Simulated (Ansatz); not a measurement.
# Preparing La2PbS4 (I-42d) as a host crystal, part 4 of 4

Before any defect goes in: La2PbS4 (I-42d) at rest, and how it screens a charge.

Ansatz 0.2.0; plane-wave PAW DFT, PBEsol; relaxation of the host's cell and atoms (the session's first sound run).

So far. Step 3 (Dielectric tensors of the host): The principal values of the electronic dielectric tensor are 9.65, 9.97 and 9.97. The principal values of the static dielectric tensor are 35.03, 38.65 and 38.65.

### 7. Defect free supercell relaxed from displaced atoms

This step: plane-wave PAW DFT, PBEsol; relaxation of the defect-free supercell from random displacements, a test of the host's stability (Ansatz 0.2.0).

The input, pristine.rattled/input.yaml:

```yaml
crystal:
  lattice:
    - [0.0, 8.687003546, 8.6461405635]
    - [8.687003546, 0.0, 8.6461405635]
    - [8.687003546, 8.687003546, 0.0]
  atoms:
    - { symbol: La, position: [0.120060898, 0.004939102, 0.129939102] }
    - { symbol: La, position: [0.370060898, 0.254939102, 0.379939102] }
    - { symbol: La, position: [0.620060898, 0.504939102, 0.629939102] }
    - { symbol: La, position: [0.870060898, 0.754939102, 0.879939102] }
    - { symbol: La, position: [0.004939102, 0.120060898, 0.745060898] }
    - { symbol: La, position: [0.254939102, 0.370060898, 0.995060898] }
    - { symbol: La, position: [0.504939102, 0.620060898, 0.245060898] }
    - { symbol: La, position: [0.754939102, 0.870060898, 0.495060898] }
    - { symbol: La, position: [0.245060898, 0.629939102, 0.620060898] }
    - { symbol: La, position: [0.495060898, 0.879939102, 0.870060898] }
    - { symbol: La, position: [0.745060898, 0.129939102, 0.120060898] }
    - { symbol: La, position: [0.995060898, 0.379939102, 0.370060898] }
    - { symbol: La, position: [0.129939102, 0.745060898, 0.004939102] }
    - { symbol: La, position: [0.379939102, 0.995060898, 0.254939102] }
    - { symbol: La, position: [0.629939102, 0.245060898, 0.504939102] }
    - { symbol: La, position: [0.879939102, 0.495060898, 0.754939102] }
    - { symbol: Pb, position: [0.125, 0.625, 0.375] }
    - { symbol: Pb, position: [0.375, 0.875, 0.625] }
    - { symbol: Pb, position: [0.625, 0.125, 0.875] }
    - { symbol: Pb, position: [0.875, 0.375, 0.125] }
    - { symbol: Pb, position: [0.0, 0.0, 0.5] }
    - { symbol: Pb, position: [0.25, 0.25, 0.75] }
    - { symbol: Pb, position: [0.5, 0.5, 0.0] }
    - { symbol: Pb, position: [0.75, 0.75, 0.25] }
    - { symbol: S, position: [0.2208291505, 0.9733744934, 0.8555943188] }
    - { symbol: S, position: [0.4708291505, 0.2233744934, 0.1055943188] }
    - { symbol: S, position: [0.7208291505, 0.4733744934, 0.3555943188] }
    - { symbol: S, position: [0.9708291505, 0.7233744934, 0.6055943188] }
    - { symbol: S, position: [0.2305943188, 0.8252020373, 0.3458291505] }
    - { symbol: S, position: [0.4805943188, 0.0752020373, 0.5958291505] }
    - { symbol: S, position: [0.7305943188, 0.3252020373, 0.8458291505] }
    - { symbol: S, position: [0.9805943188, 0.5752020373, 0.0958291505] }
    - { symbol: S, position: [0.0752020373, 0.4805943188, 0.8483744934] }
    - { symbol: S, position: [0.3252020373, 0.7305943188, 0.0983744934] }
    - { symbol: S, position: [0.5752020373, 0.9805943188, 0.3483744934] }
    - { symbol: S, position: [0.8252020373, 0.2305943188, 0.5983744934] }
    - { symbol: S, position: [0.0983744934, 0.8458291505, 0.7305943188] }
    - { symbol: S, position: [0.3483744934, 0.0958291505, 0.9805943188] }
    - { symbol: S, position: [0.5983744934, 0.3458291505, 0.2305943188] }
    - { symbol: S, position: [0.8483744934, 0.5958291505, 0.4805943188] }
    - { symbol: S, position: [0.1055943188, 0.2002020373, 0.2233744934] }
    - { symbol: S, position: [0.3555943188, 0.4502020373, 0.4733744934] }
    - { symbol: S, position: [0.6055943188, 0.7002020373, 0.7233744934] }
    - { symbol: S, position: [0.8555943188, 0.9502020373, 0.9733744934] }
    - { symbol: S, position: [0.0958291505, 0.3483744934, 0.5752020373] }
    - { symbol: S, position: [0.3458291505, 0.5983744934, 0.8252020373] }
    - { symbol: S, position: [0.5958291505, 0.8483744934, 0.0752020373] }
    - { symbol: S, position: [0.8458291505, 0.0983744934, 0.3252020373] }
    - { symbol: S, position: [0.2002020373, 0.1055943188, 0.4708291505] }
    - { symbol: S, position: [0.4502020373, 0.3555943188, 0.7208291505] }
    - { symbol: S, position: [0.7002020373, 0.6055943188, 0.9708291505] }
    - { symbol: S, position: [0.9502020373, 0.8555943188, 0.2208291505] }
    - { symbol: S, position: [0.2233744934, 0.4708291505, 0.2002020373] }
    - { symbol: S, position: [0.4733744934, 0.7208291505, 0.4502020373] }
    - { symbol: S, position: [0.7233744934, 0.9708291505, 0.7002020373] }
    - { symbol: S, position: [0.9733744934, 0.2208291505, 0.9502020373] }
basis:
  ecutwfc: 420
  xc_grid: 2
hamiltonian:
  xc: pbesol
kpoints:
  mp_grid: { grid: [1, 1, 1], shift: [0.25, 0.25, 0.25] }
scf:
  occupations: { method: fermi_dirac, width: 0.01 }
  max_iter: 80
output:
  forces: true
relax:
  f_tol: 0.01
  max_steps: 120
  random_displacement: { amplitude: 0.08, seed: 8918 }
checkpoint:
  write: "../pristine.rattled.run"
  compress: false
  write_wavefunctions: false
  write_every: 100000
```

On the command line:

```console
ansatz run input.yaml --threads 4 --pin off --max-ram 7536MiB --backend cpu --events-out ev --progress --plain --runs-dir out
```

Numbers of over 12 decimals in the logs are rounded to 6 here.

The log of the run:

```text
[...]
Crystal: 56 atoms, lattice volume = 1304.945 Å³
Basis set: ecut = 420 eV, 25557 PW (Γ), exchange–correlation on 180×180×180 points (8 copies of the dense FFT grid, shifted against one another)
Bands: 296, of which v1, the nominal top of the filled ones, is band 240 counted from 1 (239 counted from 0)
Symmetry: 1 space group operations
k-points: 1
[...]
SCF iter   1: F=—  HF=-221034.092174 eV  |F-HF|=—  |Δ(HF+E_count)|=         —  Δρ=5.62e-3  dr2=6.02e-1  ethr=1.77e-3  ⟨swp⟩=10.0  Hψ=1483  notcnv=0  defer=12
[...]
SCF iter   7: F=-221033.959482 eV  HF=-221033.959482 eV  |F-HF|=2.62e-7  |Δ(HF+E_count)|=   5.69e-7  Δρ=4.61e-6  dr2=5.95e-7  ethr=5.21e-10  ⟨swp⟩=4.0  Hψ=1020  notcnv=0
SCF 1 converged in 7 iterations: F = -221033.959482 eV  dr2 = 5.95e-7
[...]
relax step   1: F+E_penalty+E_count = -221033.95948183 eV  Δ(F+E_penalty+E_count) = +0.000e0 eV  max|allowed force component| = 1.125e0 eV/Å  Δτ_max = 0.0000 Å  (7 SCF iters, dr2 threshold 2.50e-6 eV, accepted)
[...]
relax step   2: F+E_penalty+E_count = -221034.46326943 eV  Δ(F+E_penalty+E_count) = -5.038e-1 eV  max|allowed force component| = 1.016e0 eV/Å  Δτ_max = 0.1968 Å  (5 SCF iters, dr2 threshold 7.91e-5 eV, accepted)
relax step   3: F+E_penalty+E_count = -221034.91871999 eV  Δ(F+E_penalty+E_count) = -4.555e-1 eV  max|allowed force component| = 3.458e-2 eV/Å  Δτ_max = 0.1100 Å  (5 SCF iters, dr2 threshold 6.45e-5 eV, accepted)
relax step   4: F+E_penalty+E_count = -221034.91873360 eV  Δ(F+E_penalty+E_count) = -1.360e-5 eV  max|allowed force component| = 3.474e-2 eV/Å  Δτ_max = 0.0000 Å  (4 SCF iters, accepted)
relax step   5: F+E_penalty+E_count = -221034.86181810 eV  Δ(F+E_penalty+E_count) = +5.692e-2 eV  max|allowed force component| = 1.598e-1 eV/Å  Δτ_max = 0.0549 Å  (7 SCF iters, rejected (line search))
relax step   6: F+E_penalty+E_count = -221034.92125627 eV  Δ(F+E_penalty+E_count) = -2.523e-3 eV  max|allowed force component| = 1.455e-2 eV/Å  Δτ_max = 0.0125 Å  (7 SCF iters, accepted)
relax step   7: F+E_penalty+E_count = -221034.92027032 eV  Δ(F+E_penalty+E_count) = +9.859e-4 eV  max|allowed force component| = 2.690e-2 eV/Å  Δτ_max = 0.0103 Å  (6 SCF iters, rejected (line search))
SCF iter   1: F=—  HF=-221034.921498 eV  |F-HF|=—  |Δ(HF+E_count)|=         —  Δρ=3.21e-4  dr2=3.39e-3  ethr=7.53e-6  ⟨swp⟩=4.0  Hψ=494  notcnv=0  defer=47
[...]
SCF iter   5: F=-221034.921563 eV  HF=-221034.921563 eV  |F-HF|=4.80e-9  |Δ(HF+E_count)|=   5.65e-8  Δρ=2.30e-6  dr2=7.86e-8  ethr=2.08e-11  ⟨swp⟩=5.0  Hψ=1096  notcnv=0
SCF 8 converged in 5 iterations: F = -221034.921563 eV  dr2 = 7.86e-8
relax step   8: F+E_penalty+E_count = -221034.92156313 eV  Δ(F+E_penalty+E_count) = -3.069e-4 eV  max|allowed force component| = 3.792e-3 eV/Å  Δτ_max = 0.0051 Å  (5 SCF iters, accepted)
SCF converged after 5 iterations
Free energy (F): -221034.921563 eV
[...]
Internal energy: -221034.921563 eV  (E = F + TS)
E sigma→0 (E₀):  -221034.921563 eV
Fermi energy:    10.343270 eV
[...]
--- Forces (eV/Å), atoms counted from 1 ---
  atom   1  La    -0.00211650    -0.00169738    -0.00100849
  atom   2  La     0.00084283     0.00055317    -0.00307301
  atom   3  La     0.00171688     0.00012799    -0.00270449
  atom   4  La    -0.00084450    -0.00017285    -0.00109443
  atom   5  La    -0.00170242     0.00046766     0.00000336
  atom   6  La    -0.00067212    -0.00046090     0.00137936
  atom   7  La    -0.00062847    -0.00107154    -0.00124032
  atom   8  La     0.00136492     0.00171039    -0.00144208
  atom   9  La     0.00111973    -0.00116007     0.00136378
  atom  10  La    -0.00277039    -0.00006247    -0.00092986
  atom  11  La    -0.00180195     0.00000552     0.00063197
  atom  12  La    -0.00086062     0.00345922     0.00085105
  atom  13  La    -0.00198909    -0.00111044    -0.00008041
  atom  14  La     0.00001506    -0.00077297    -0.00339184
  atom  15  La    -0.00000240     0.00060593    -0.00104260
  atom  16  La     0.00157602    -0.00003350    -0.00166933
  atom  17  Pb     0.00090239     0.00230254     0.00169140
  atom  18  Pb     0.00097294    -0.00086932     0.00099896
  atom  19  Pb    -0.00136735    -0.00023717     0.00119434
  atom  20  Pb    -0.00058540    -0.00062227     0.00349494
  atom  21  Pb     0.00181543     0.00207372     0.00130974
  atom  22  Pb    -0.00244324    -0.00187501     0.00353518
  atom  23  Pb     0.00144162    -0.00379124    -0.00051885
  atom  24  Pb     0.00024881    -0.00184329     0.00076319
  atom  25  S      0.00175002    -0.00056713    -0.00140989
  atom  26  S      0.00174768    -0.00005056    -0.00040150
  atom  27  S      0.00219287    -0.00092599    -0.00197272
  atom  28  S     -0.00085400    -0.00098809    -0.00043718
  atom  29  S      0.00021649     0.00025060    -0.00090382
  atom  30  S      0.00158185     0.00042488    -0.00229793
  atom  31  S     -0.00043496    -0.00004128    -0.00033677
  atom  32  S      0.00090531     0.00196860    -0.00057365
  atom  33  S     -0.00017123    -0.00054351     0.00138814
  atom  34  S     -0.00082715    -0.00067456     0.00111420
  atom  35  S     -0.00015024     0.00040952     0.00121567
  atom  36  S     -0.00146159    -0.00065950     0.00029548
  atom  37  S     -0.00047670     0.00076760    -0.00050540
  atom  38  S      0.00102383     0.00184709    -0.00155734
  atom  39  S      0.00070075     0.00205814    -0.00200341
  atom  40  S     -0.00061329     0.00023896    -0.00269142
[...]
atom  45  S      0.00146019    -0.00116206     0.00215739
  atom  46  S      0.00010925     0.00093384     0.00222965
  atom  47  S      0.00108540    -0.00078221     0.00233327
  atom  48  S     -0.00044620    -0.00009194     0.00196881
  atom  49  S      0.00011132     0.00030351    -0.00077356
  atom  50  S      0.00070560     0.00101161    -0.00234108
  atom  51  S      0.00077388     0.00142103    -0.00035105
  atom  52  S      0.00179291     0.00054619    -0.00118062
  atom  53  S     -0.00236052    -0.00118328     0.00083429
  atom  54  S      0.00028366    -0.00008766     0.00112085
  atom  55  S     -0.00143896    -0.00028829     0.00155278
  atom  56  S      0.00016178     0.00093114     0.00033981
  max |Σ_I F_I| component: 2.01e-4 eV/Å
--- Relaxed structure (8 steps of the walk, 6 accepted, 0 SCFs on fresh bases) ---
  F+E_penalty+E_count = -221034.92156313 eV   max|allowed force component| = 3.792e-3 eV/Å
  atoms:
    - { symbol: La, position: [0.119936, 0.004279, 0.129997] }
    - { symbol: La, position: [0.369931, 0.254303, 0.379914] }
    - { symbol: La, position: [0.619982, 0.504294, 0.629891] }
    - { symbol: La, position: [0.869912, 0.754297, 0.879932] }
    - { symbol: La, position: [0.006003, 0.118138, 0.745790] }
    - { symbol: La, position: [0.255990, 0.368184, 0.995806] }
    - { symbol: La, position: [0.506015, 0.618166, 0.245805] }
    - { symbol: La, position: [0.756008, 0.868189, 0.495756] }
    - { symbol: La, position: [0.244865, 0.629256, 0.620820] }
    - { symbol: La, position: [0.494828, 0.879362, 0.870792] }
    - { symbol: La, position: [0.744835, 0.129319, 0.120789] }
    - { symbol: La, position: [0.994803, 0.379343, 0.370764] }
    - { symbol: La, position: [0.130988, 0.743227, 0.004959] }
    - { symbol: La, position: [0.381028, 0.993245, 0.254934] }
    - { symbol: La, position: [0.630926, 0.243256, 0.504971] }
    - { symbol: La, position: [0.881052, 0.493237, 0.754875] }
    - { symbol: Pb, position: [0.125762, 0.623964, 0.374825] }
    - { symbol: Pb, position: [0.375791, 0.873916, 0.624877] }
    - { symbol: Pb, position: [0.625747, 0.124020, 0.874880] }
    - { symbol: Pb, position: [0.875702, 0.373908, 0.124920] }
    - { symbol: Pb, position: [0.000665, -0.000932, 0.499836] }
    - { symbol: Pb, position: [0.250583, 0.249000, 0.750011] }
    - { symbol: Pb, position: [0.500842, 0.499090, -0.000189] }
    - { symbol: Pb, position: [0.750732, 0.749063, 0.249845] }
    - { symbol: S, position: [0.221488, 0.971734, 0.856410] }
    - { symbol: S, position: [0.471417, 0.221792, 0.106448] }
    - { symbol: S, position: [0.721506, 0.471735, 0.356386] }
    - { symbol: S, position: [0.971397, 0.721806, 0.606497] }
    - { symbol: S, position: [0.231087, 0.824458, 0.345742] }
    - { symbol: S, position: [0.481163, 0.074405, 0.595622] }
    - { symbol: S, position: [0.731092, 0.324451, 0.845725] }
    - { symbol: S, position: [0.981119, 0.574424, 0.095639] }
    - { symbol: S, position: [0.075722, 0.478673, 0.849089] }
    - { symbol: S, position: [0.325701, 0.728759, 0.099117] }
    - { symbol: S, position: [0.575734, 0.978705, 0.349037] }
    - { symbol: S, position: [0.825675, 0.228791, 0.599106] }
    - { symbol: S, position: [0.098432, 0.844752, 0.731428] }
    - { symbol: S, position: [0.348459, 0.094773, 0.981424] }
    - { symbol: S, position: [0.598467, 0.344787, 0.231371] }
    - { symbol: S, position: [0.848527, 0.594775, 0.481407] }
    - { symbol: S, position: [0.105371, 0.199081, 0.224046] }
    - { symbol: S, position: [0.355447, 0.448986, 0.474086] }
    - { symbol: S, position: [0.605420, 0.699053, 0.724030] }
    - { symbol: S, position: [0.855404, 0.949002, 0.974096] }
    - { symbol: S, position: [0.095424, 0.346333, 0.575771] }
    - { symbol: S, position: [0.345365, 0.596416, 0.825740] }
    - { symbol: S, position: [0.595398, 0.846371, 0.075766] }
    - { symbol: S, position: [0.845336, 0.096434, 0.325745] }
    - { symbol: S, position: [0.201107, 0.104418, 0.470671] }
    - { symbol: S, position: [0.451133, 0.354449, 0.720679] }
    - { symbol: S, position: [0.701080, 0.604433, 0.970643] }
    - { symbol: S, position: [0.951139, 0.854423, 0.220669] }
    - { symbol: S, position: [0.223052, 0.468748, 0.200814] }
    - { symbol: S, position: [0.473139, 0.718650, 0.450730] }
    - { symbol: S, position: [0.723047, 0.968759, 0.700792] }
    - { symbol: S, position: [0.973129, 0.218659, 0.950727] }
```

The job ended after 2.3 min (4 threads of Arm Neoverse V1, shared host; peak memory 2.5 GiB).

The steps of the relaxation:

```csv
step,energy less that of the first step (eV),largest force component (eV/Å)
1,0.0000,1.1251
2,-0.5038,1.0157
3,-0.9592,0.0346
4,-0.9593,0.0347
5,-0.9023,0.1598
6,-0.9618,0.0146
7,-0.9608,0.0269
8,-0.9621,0.0038
```

Relaxation steps 5, 7 were tried and not accepted.

The atoms that moved most (Å, from the sites as typed, ahead of the random displacement, the mean shift of all atoms taken out):

```csv
atom,dx,dy,dz,length
S48,-0.004,-0.006,-0.013,0.014
S45,-0.004,-0.005,-0.013,0.014
S56,-0.006,-0.004,-0.012,0.014
S54,-0.006,-0.004,-0.012,0.014
S46,-0.004,-0.006,-0.012,0.014
S47,-0.004,-0.005,-0.013,0.014
S55,-0.004,-0.004,-0.012,0.014
S53,-0.004,-0.004,-0.012,0.014
```

The relaxation ends 17 meV an atom lower than the displaced start, with a largest force component of 0.0038 eV/Å.

### 8. Summary of results

```yaml
primitive_cell_vectors_lengths: 7.511, 7.511, 7.511 Å
electronic_dielectric_constant: principal values (9.65, 9.97, 9.97)
static_dielectric_constant: principal values (35.03, 38.65, 38.65)
gap_on_the_k_mesh_of_the_response_run_pbesol: 2.18 eV
supercell_relaxed_in_its_symmetry_less_the_displaced_and_relaxed_one: 0.001 eV
energy_an_atom_at_one_point_at_less_that_on_the_dense_mesh: -0.003 eV
```

**Reading.** Step 7: The energy fell by 0.962 eV from the randomly displaced start; against the sites as typed, S48 ends farthest off, by 0.01 Å, once the mean shift is taken out. The displaced cell ends within 0.01 eV of the symmetric one relaxed in its symmetry, so no lower structure shows in this supercell. The k-mesh can miss the band edges, so this gap is an upper bound at this level. All at zero temperature.

[Logs are printed without paths, hosts, clocks, repeated set-up lines and the standing remarks that a program may print on its own settings, such as how far it seeks lower states.]

[Hosts, paths, dates, database ids (printed as entryN), source tags and the programs' standing remarks are cut or masked in the printed files.]

[Runs of the host that timed out are not shown.]

[For some hosts the program warned that the k-mesh of the response run may be too coarse for force constants and the static dielectric constant; such warnings are not always shown.]
